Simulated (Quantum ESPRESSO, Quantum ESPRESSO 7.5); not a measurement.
# F-SiSi-F chair, 1 layer: a series in biaxial strain

Wanted: a table for F-SiSi-F chair, 1 layer against biaxial strain, and what can be fitted to it.

Main program and level: Quantum ESPRESSO 7.5; plane-wave DFT, PBE, GBRV ultrasoft pseudopotentials.

**1. Starting point**

The cell holds 4 atoms: 2 F and 2 Si. Its edges and angles: a = 3.663 Å, b = 3.663 Å, c = 19.100 Å, α = 90.0°, β = 90.0°, γ = 120.0°. Vacuum lies along c.

Set-up: Cell and atoms are first relaxed; each strained cell is then held and the atoms relax in it. A periodic run with 15 Å of vacuum in the starting cell gives the vacuum levels, and bands follow along a path.

Members -2, -1, 0, 1 and 2 took the same steps and show in the table alone.

This sheet is a model structure: its symmetry is held, and its stability is not tested here.

**2. Variable-cell relaxation of the reference**

What the set-up leaves free in this member is relaxed.

ref.relax.in

```
&control
  prefix = 'ref.relax'
  outdir = './out'
  pseudo_dir = './pseudo'
  nstep = 80
  forc_conv_thr = 0.0004
  calculation = 'vc-relax'
  etot_conv_thr = 1e-06
/
&system
  ibrav = 0
  nat = 4
  ntyp = 2
  ecutwfc = 50
  ecutrho = 250
  occupations = 'smearing'
  smearing = 'fd'
  degauss = 0.004
/
&electrons
  conv_thr = 1e-09
  mixing_beta = 0.4
  electron_maxstep = 120
  mixing_mode = 'plain'
/
&ions
/
&cell
  cell_dofree = '2Dxy'
  press_conv_thr = 0.3
/
ATOMIC_SPECIES
  F   18.9984  f_pbe_v1.4.uspp.F.UPF
  Si  28.0850  si_pbe_v1.uspp.F.UPF
CELL_PARAMETERS angstrom
  3.66300000000000 0.00000000000000 0.00000000000000
  -1.83150000000000 3.17225105406240 0.00000000000000
  0.00000000000000 0.00000000000000 19.10000000000000
ATOMIC_POSITIONS crystal
  F   0.666666666700 0.333333333300 0.392670157068
  Si  0.666666666700 0.333333333300 0.480628272251
  Si  0.333333333300 0.666666666700 0.519371727749
  F   0.333333333300 0.666666666700 0.607329842932
K_POINTS automatic
  12 12 1 0 0 0
```

Started as:

```
$ OMP_NUM_THREADS=1 mpirun -n 4 pw.x -nk 4 -in ref.relax.in > ref.relax.out
```

What it wrote:

```text
Program PWSCF v.7.5 starts
[citation notice left out]

     Parallel version (MPI & OpenMP), running on       4 processor cores
     Number of MPI processes:                 4
     Threads/MPI process:                     1

     MPI processes distributed on     1 nodes
[...]
Current dimensions of program PWSCF are:
     Max number of different atomic species (ntypx) = 10
     Max number of k-points (npk) =  40000
     Max angular momentum in pseudopotentials (lmaxx) =  4
     Message from routine setup:
     using ibrav=0 with symmetry is DISCOURAGED, use correct ibrav instead

     K-points division:     npool     =       4
     Subspace diagonalization in iterative solution of the eigenvalue problem:
     a serial algorithm will be used

     G-vector sticks info
     --------------------
     sticks:   dense  smooth     PW     G-vecs:    dense   smooth      PW
     Sum         823     661    199               100039    71623   11531

     Using Slab Decomposition

     bravais-lattice index     =            0
     lattice parameter (alat)  =       6.9221  a.u.
     unit-cell volume          =    1497.7331 (a.u.)^3
     number of atoms/cell      =            4
     number of atomic types    =            2
     number of electrons       =        22.00
     number of Kohn-Sham states=           15
     kinetic-energy cutoff     =      50.0000  Ry
     charge density cutoff     =     250.0000  Ry
     scf convergence threshold =      1.0E-09
     mixing beta               =       0.4000
     number of iterations used =            8  plain     mixing
     energy convergence thresh.=      1.0E-06
     force convergence thresh. =      4.0E-04
     press convergence thresh. =      3.0E-01
     Exchange-correlation= SLA  PW   PBE  PBE
                           (   1   4   3   4   0   0   0)
     nstep                     =           80

     celldm(1)=   6.922067  celldm(2)=   0.000000  celldm(3)=   0.000000
     celldm(4)=   0.000000  celldm(5)=   0.000000  celldm(6)=   0.000000

     crystal axes: (cart. coord. in units of alat)
               a(1) = (   1.000000   0.000000   0.000000 )
               a(2) = (  -0.500000   0.866025   0.000000 )
               a(3) = (   0.000000   0.000000   5.214305 )

     reciprocal axes: (cart. coord. in units 2 pi/alat)
               b(1) = (  1.000000  0.577350 -0.000000 )
               b(2) = (  0.000000  1.154701  0.000000 )
               b(3) = (  0.000000 -0.000000  0.191780 )

     PseudoPot. # 1 for F  read from file:
     ./pseudo/f_pbe_v1.4.uspp.F.UPF
     Pseudo is Ultrasoft, Zval =  7.0
     Generated by new atomic code, or converted to UPF format
     Using radial grid of  799 points,  4 beta functions with:
                l(1) =   0
                l(2) =   0
                l(3) =   1
                l(4) =   1
     Q(r) pseudized with  8 coefficients,  rinner =    0.950   0.950   0.950

     PseudoPot. # 2 for Si read from file:
     ./pseudo/si_pbe_v1.uspp.F.UPF
     Pseudo is Ultrasoft + core correction, Zval =  4.0
     Generated by new atomic code, or converted to UPF format
     Using radial grid of  899 points,  6 beta functions with:
                l(1) =   0
                l(2) =   0
                l(3) =   1
                l(4) =   1
                l(5) =   2
                l(6) =   2
     Q(r) pseudized with  8 coefficients,  rinner =    0.900   0.900   0.900
                                                       0.900   0.900

     atomic species   valence    mass     pseudopotential
     F                 7.00    18.99840     F ( 1.00)
     Si                4.00    28.08500     Si( 1.00)

     12 Sym. Ops., with inversion, found

   Cartesian axes

     site n.     atom                  positions (alat units)
         1        F      tau(   1) = (   0.5000000   0.2886751   2.0475020  )
         2        Si     tau(   2) = (   0.5000000   0.2886751   2.5061425  )
         3        Si     tau(   3) = (  -0.0000000   0.5773503   2.7081627  )
         4        F      tau(   4) = (  -0.0000000   0.5773503   3.1668032  )

     number of k points=    19  Fermi-Dirac smearing, width (Ry)=  0.0040
                       cart. coord. in units 2pi/alat
        k(    1) = (   0.0000000   0.0000000   0.0000000), wk =   0.0138889
        k(    2) = (   0.0000000   0.0962250   0.0000000), wk =   0.0833333
        k(    3) = (   0.0000000   0.1924501   0.0000000), wk =   0.0833333
        k(    4) = (   0.0000000   0.2886751   0.0000000), wk =   0.0833333
        k(    5) = (   0.0000000   0.3849002   0.0000000), wk =   0.0833333
        k(    6) = (   0.0000000   0.4811252   0.0000000), wk =   0.0833333
        k(    7) = (   0.0000000  -0.5773503   0.0000000), wk =   0.0416667
        k(    8) = (   0.0833333   0.1443376   0.0000000), wk =   0.0833333
        k(    9) = (   0.0833333   0.2405626   0.0000000), wk =   0.1666667
        k(   10) = (   0.0833333   0.3367877   0.0000000), wk =   0.1666667
[...]
k(   19) = (   0.3333333   0.5773503   0.0000000), wk =   0.0277778

     Dense  grid:   100039 G-vectors     FFT dimensions: (  36,  36, 192)

     Smooth grid:    71623 G-vectors     FFT dimensions: (  32,  32, 180)

     Estimated max dynamical RAM per process >     163.25 MB

     Estimated total dynamical RAM >     579.72 MB

     Initial potential from superposition of free atoms

     starting charge      21.9987, renormalised to      22.0000

     negative rho (up, down):  2.014E-04 0.000E+00
     Starting wfcs are   16 randomized atomic wfcs

     total cpu time spent up to now is        1.2 secs

     per-process dynamical memory:    76.2 Mb

     Self-consistent Calculation

     iteration #  1     ecut=    50.00 Ry     beta= 0.40
     Davidson diagonalization with overlap
     ethr =  1.00E-02,  avg # of iterations =  3.9

     negative rho (up, down):  1.788E-04 0.000E+00

     total cpu time spent up to now is        2.7 secs

     total energy              =    -116.49822168 Ry
     estimated scf accuracy    <       0.34973166 Ry

     iteration #  2     ecut=    50.00 Ry     beta= 0.40
[...]
negative rho (up, down):  2.088E-04 0.000E+00

[...]
total energy              =    -116.56894512 Ry
     estimated scf accuracy    <       0.05941727 Ry

     iteration #  3     ecut=    50.00 Ry     beta= 0.40
[...]
negative rho (up, down):  2.681E-04 0.000E+00

[...]
total energy              =    -116.57193955 Ry
     estimated scf accuracy    <       0.01418581 Ry

[...]
atom    2 type  2   force =     0.00000000    0.00000000    0.01340703
     atom    3 type  2   force =     0.00000000    0.00000000   -0.01340703
     atom    4 type  1   force =     0.00000000   -0.00000000    0.00897776

     Total force =     0.022819     Total SCF correction =     0.000006

     Computing stress (Cartesian axis) and pressure

     negative rho (up, down):  2.200E-04 0.000E+00
          total   stress  (Ry/bohr**3)                   (kbar)     P=       18.65
   0.00017464  -0.00000000   0.00000000           25.69       -0.00        0.00
  -0.00000000   0.00017464   0.00000000           -0.00       25.69        0.00
   0.00000000   0.00000000   0.00003102            0.00        0.00        4.56

     Energy error            =      3.6E-03 Ry
     Gradient error          =      1.3E-02 Ry/Bohr
     Cell gradient error     =      2.6E+01 kbar

     number of scf cycles    =   3
     number of bfgs steps    =   2

     enthalpy           old  =    -116.5847446743 Ry
     enthalpy           new  =    -116.5883934964 Ry

     CASE: enthalpy          _new < enthalpy          _old

     WARNING: bfgs curvature condition failed, Theta= 0.931
     new trust radius        =       0.0492807171 bohr
     new conv_thr            =       0.0000000003 Ry

     new unit-cell volume =   1554.98074 a.u.^3 (   230.42437 Ang^3 )
     density =      0.67861 g/cm^3

CELL_PARAMETERS (angstrom)
   3.732348660  -0.000000000   0.000000000
  -1.866174330   3.232308755   0.000000000
   0.000000000   0.000000000  19.100000000

ATOMIC_POSITIONS (crystal)
F                0.6666666667        0.3333333333        0.3937293183
Si               0.6666666667        0.3333333333        0.4786470338
Si               0.3333333333        0.6666666667        0.5213529662
F                0.3333333333        0.6666666667        0.6062706817

[...]
NEW-OLD atomic charge density approx. for the potential
     New effective cutoffs (rho, wfc):  249.69   49.93

     negative rho (up, down):  2.196E-04 0.000E+00

     total cpu time spent up to now is       41.9 secs

     per-process dynamical memory:    90.9 Mb

[...]
!    total energy              =    -116.59170619 Ry
[...]
Total force =     0.019153     Total SCF correction =     0.000047
[...]
number of bfgs steps    =   3
[...]
new trust radius        =       0.0739210757 bohr
[...]
!    total energy              =    -116.59592500 Ry
[...]
Total force =     0.016746     Total SCF correction =     0.000049
[...]
number of bfgs steps    =   4
[...]
new trust radius        =       0.1108816135 bohr
[...]
!    total energy              =    -116.60078725 Ry
[...]
Total force =     0.016005     Total SCF correction =     0.000065
[...]
number of bfgs steps    =   5
[...]
new trust radius        =       0.1663224202 bohr
[...]
!    total energy              =    -116.60512961 Ry
[...]
Total force =     0.017544     Total SCF correction =     0.000034
[...]
number of bfgs steps    =   6
[...]
new trust radius        =       0.1229418449 bohr
[...]
!    total energy              =    -116.60643500 Ry
[...]
Total force =     0.016176     Total SCF correction =     0.000022
[...]
number of bfgs steps    =   7
[...]
new trust radius        =       0.0276734702 bohr
[...]
!    total energy              =    -116.60670034 Ry
[...]
Total force =     0.012561     Total SCF correction =     0.000011
[...]
number of bfgs steps    =   8
[...]
new trust radius        =       0.0269162517 bohr
[...]
!    total energy              =    -116.60702507 Ry
[...]
Total force =     0.004869     Total SCF correction =     0.000017
[...]
number of bfgs steps    =   9
[...]
new trust radius        =       0.0122114758 bohr
[...]
!    total energy              =    -116.60712049 Ry
[...]
Total force =     0.001392     Total SCF correction =     0.000013
[...]
number of bfgs steps    =  10
[...]
new trust radius        =       0.0126715215 bohr
[...]
Self-consistent Calculation

     iteration #  1     ecut=    50.00 Ry     beta= 0.40
     Davidson diagonalization with overlap
     ethr =  1.00E-06,  avg # of iterations =  2.0

     Threshold (ethr) on eigenvalues was too large:
     Diagonalizing with lowered threshold

     Davidson diagonalization with overlap
     ethr =  5.20E-09,  avg # of iterations =  3.1

     negative rho (up, down):  4.740E-04 0.000E+00

     total cpu time spent up to now is      139.3 secs

     total energy              =    -116.60713483 Ry
     estimated scf accuracy    <       0.00000223 Ry

[...]
iteration #  7     ecut=    50.00 Ry     beta= 0.40
[...]
negative rho (up, down):  4.723E-04 0.000E+00

[...]
End of self-consistent calculation

          k = 0.0000 0.0000 0.0000 (  8967 PWs)   bands (ev):

   -28.2048 -28.1805 -14.0280 -10.9658  -9.5085  -8.9252  -8.9252  -8.7740
    -8.7740  -3.8415  -3.8415  -3.1471  -0.1772  -0.1250  -0.1250

          k = 0.0000 0.0889 0.0000 (  8975 PWs)   bands (ev):

   -28.2032 -28.1797 -13.9670 -10.9719  -9.5260  -8.9728  -8.9399  -8.7761
    -8.7616  -4.4205  -3.9613  -2.8608  -0.2889   0.1517   0.2812

          k = 0.0000 0.1777 0.0000 (  8927 PWs)   bands (ev):

   -28.1989 -28.1776 -13.7871 -10.9964  -9.5745  -9.1027  -8.9786  -8.7833
    -8.7284  -5.3681  -4.2323  -2.5056  -0.6159   0.8872   1.3203

          k = 0.0000 0.2666 0.0000 (  8917 PWs)   bands (ev):

   -28.1928 -28.1750 -13.4987 -11.0597  -9.6459  -9.2864  -9.0295  -8.7952
    -8.6754  -6.2821  -4.5201  -2.1873  -0.8674   1.9243   2.5059

          k = 0.0000 0.3554 0.0000 (  8936 PWs)   bands (ev):

   -28.1863 -28.1726 -13.1259 -11.1971  -9.7361  -9.4706  -9.0790  -8.8084
    -8.6004  -7.0234  -4.7510  -2.0494  -0.7775   2.2099   3.2055

          k = 0.0000 0.4443 0.0000 (  8942 PWs)   bands (ev):

   -28.1811 -28.1715 -12.7298 -11.4241  -9.8310  -9.5862  -9.1146  -8.8187
    -8.5098  -7.5201  -4.8958  -2.0907  -0.3304   1.3681   4.0901

[...]
the Fermi energy is    -3.4683 ev

!    total energy              =    -116.60713526 Ry
     estimated scf accuracy    <          5.6E-12 Ry
     smearing contrib. (-TS)   =      -0.00000242 Ry
     internal energy E=F+TS    =    -116.60713284 Ry

     The total energy is F=E-TS. E is the sum of the following terms:
     one-electron contribution =    -444.47341247 Ry
     hartree contribution      =     227.55568647 Ry
     xc contribution           =     -27.32450369 Ry
     ewald contribution        =     127.63509686 Ry

     convergence has been achieved in   7 iterations

     negative rho (up, down):  4.723E-04 0.000E+00

     Forces acting on atoms (cartesian axes, Ry/au):

     atom    1 type  1   force =    -0.00000000   -0.00000000   -0.00021548
     atom    2 type  2   force =     0.00000000    0.00000000    0.00007633
     atom    3 type  2   force =     0.00000000    0.00000000   -0.00007633
     atom    4 type  1   force =    -0.00000000    0.00000000    0.00021548

     Total force =     0.000323     Total SCF correction =     0.000004

     Computing stress (Cartesian axis) and pressure

     negative rho (up, down):  4.723E
```

The job ended after 3.2 min (4 MPI ranks of Arm Neoverse V1, shared host; peak memory 0.76 GiB; 13 min of CPU time).

Step by step:

```csv
step,energy less that of the first step (eV),largest force (eV/Å),volume (Å³)
1,0.0000,2.0632,221.94
2,-0.1628,0.4978,224.96
3,-0.2124,0.3447,227.55
4,-0.2575,0.3287,230.42
5,-0.3149,0.3042,234.76
6,-0.3810,0.2472,241.35
7,-0.4401,0.2816,251.40
8,-0.4579,0.2784,258.96
9,-0.4615,0.2100,260.68
10,-0.4659,0.0638,261.80
11,-0.4672,0.0252,261.04
12,-0.4674,0.0055,260.25
13,-0.4674,0.0008,260.11
14,-0.4682,0.0008,260.11
```

```csv
cell as run,before,after,change
a (Å),3.663,3.965,+8.3 %
b (Å),3.663,3.965,+8.3 %
```

The atoms that moved most (Å, along periodic axes as changes of fractional coordinates times the final cell, across vacuum about the mean position):

```csv
atom,dx,dy,dz,length
F4,0.000,0.000,-0.069,0.069
F1,0.000,0.000,0.069,0.069
Si2,0.000,0.000,0.021,0.021
Si3,0.000,0.000,-0.021,0.021
```

The relaxed structure:

```cif
data_structure
_symmetry_space_group_name_H-M 'P 1'
_symmetry_Int_Tables_number 1
_cell_length_a 3.9655
_cell_length_b 3.9655
_cell_length_c 19.1000
_cell_angle_alpha 90.000
_cell_angle_beta 90.000
_cell_angle_gamma 120.000
_cell_volume 260.11
loop_
_atom_site_label
_atom_site_type_symbol
_atom_site_fract_x
_atom_site_fract_y
_atom_site_fract_z
_atom_site_occupancy
F1 F 0.66667 0.33333 0.39629 1
Si2 Si 0.66667 0.33333 0.48173 1
Si3 Si 0.33333 0.66667 0.51827 1
F4 F 0.33333 0.66667 0.60371 1
```

 The last row is no step: it is a fresh SCF in the final cell with a new plane-wave basis, -1 meV from the row before.

Numbers from this step:

| Property | Result |
| --- | --- |
| free energy | -1586.5217 eV |
| Fermi energy | -3.467 eV |

(Part 1 of 6 ends here.)

[Logs are printed without paths, hosts, clocks, repeated set-up lines and the standing remarks that a program may print on its own settings, such as how far it seeks lower states.]

[Hosts, paths, dates, database ids (printed as entryN), source tags and the programs' standing remarks are cut or masked in the printed files.]

[Maps of the electrostatic potential energy from Ansatz leave out the sawtooth potential of an applied field or a dipole correction, so their vacuum need not be flat; planar profiles and work functions include it.]
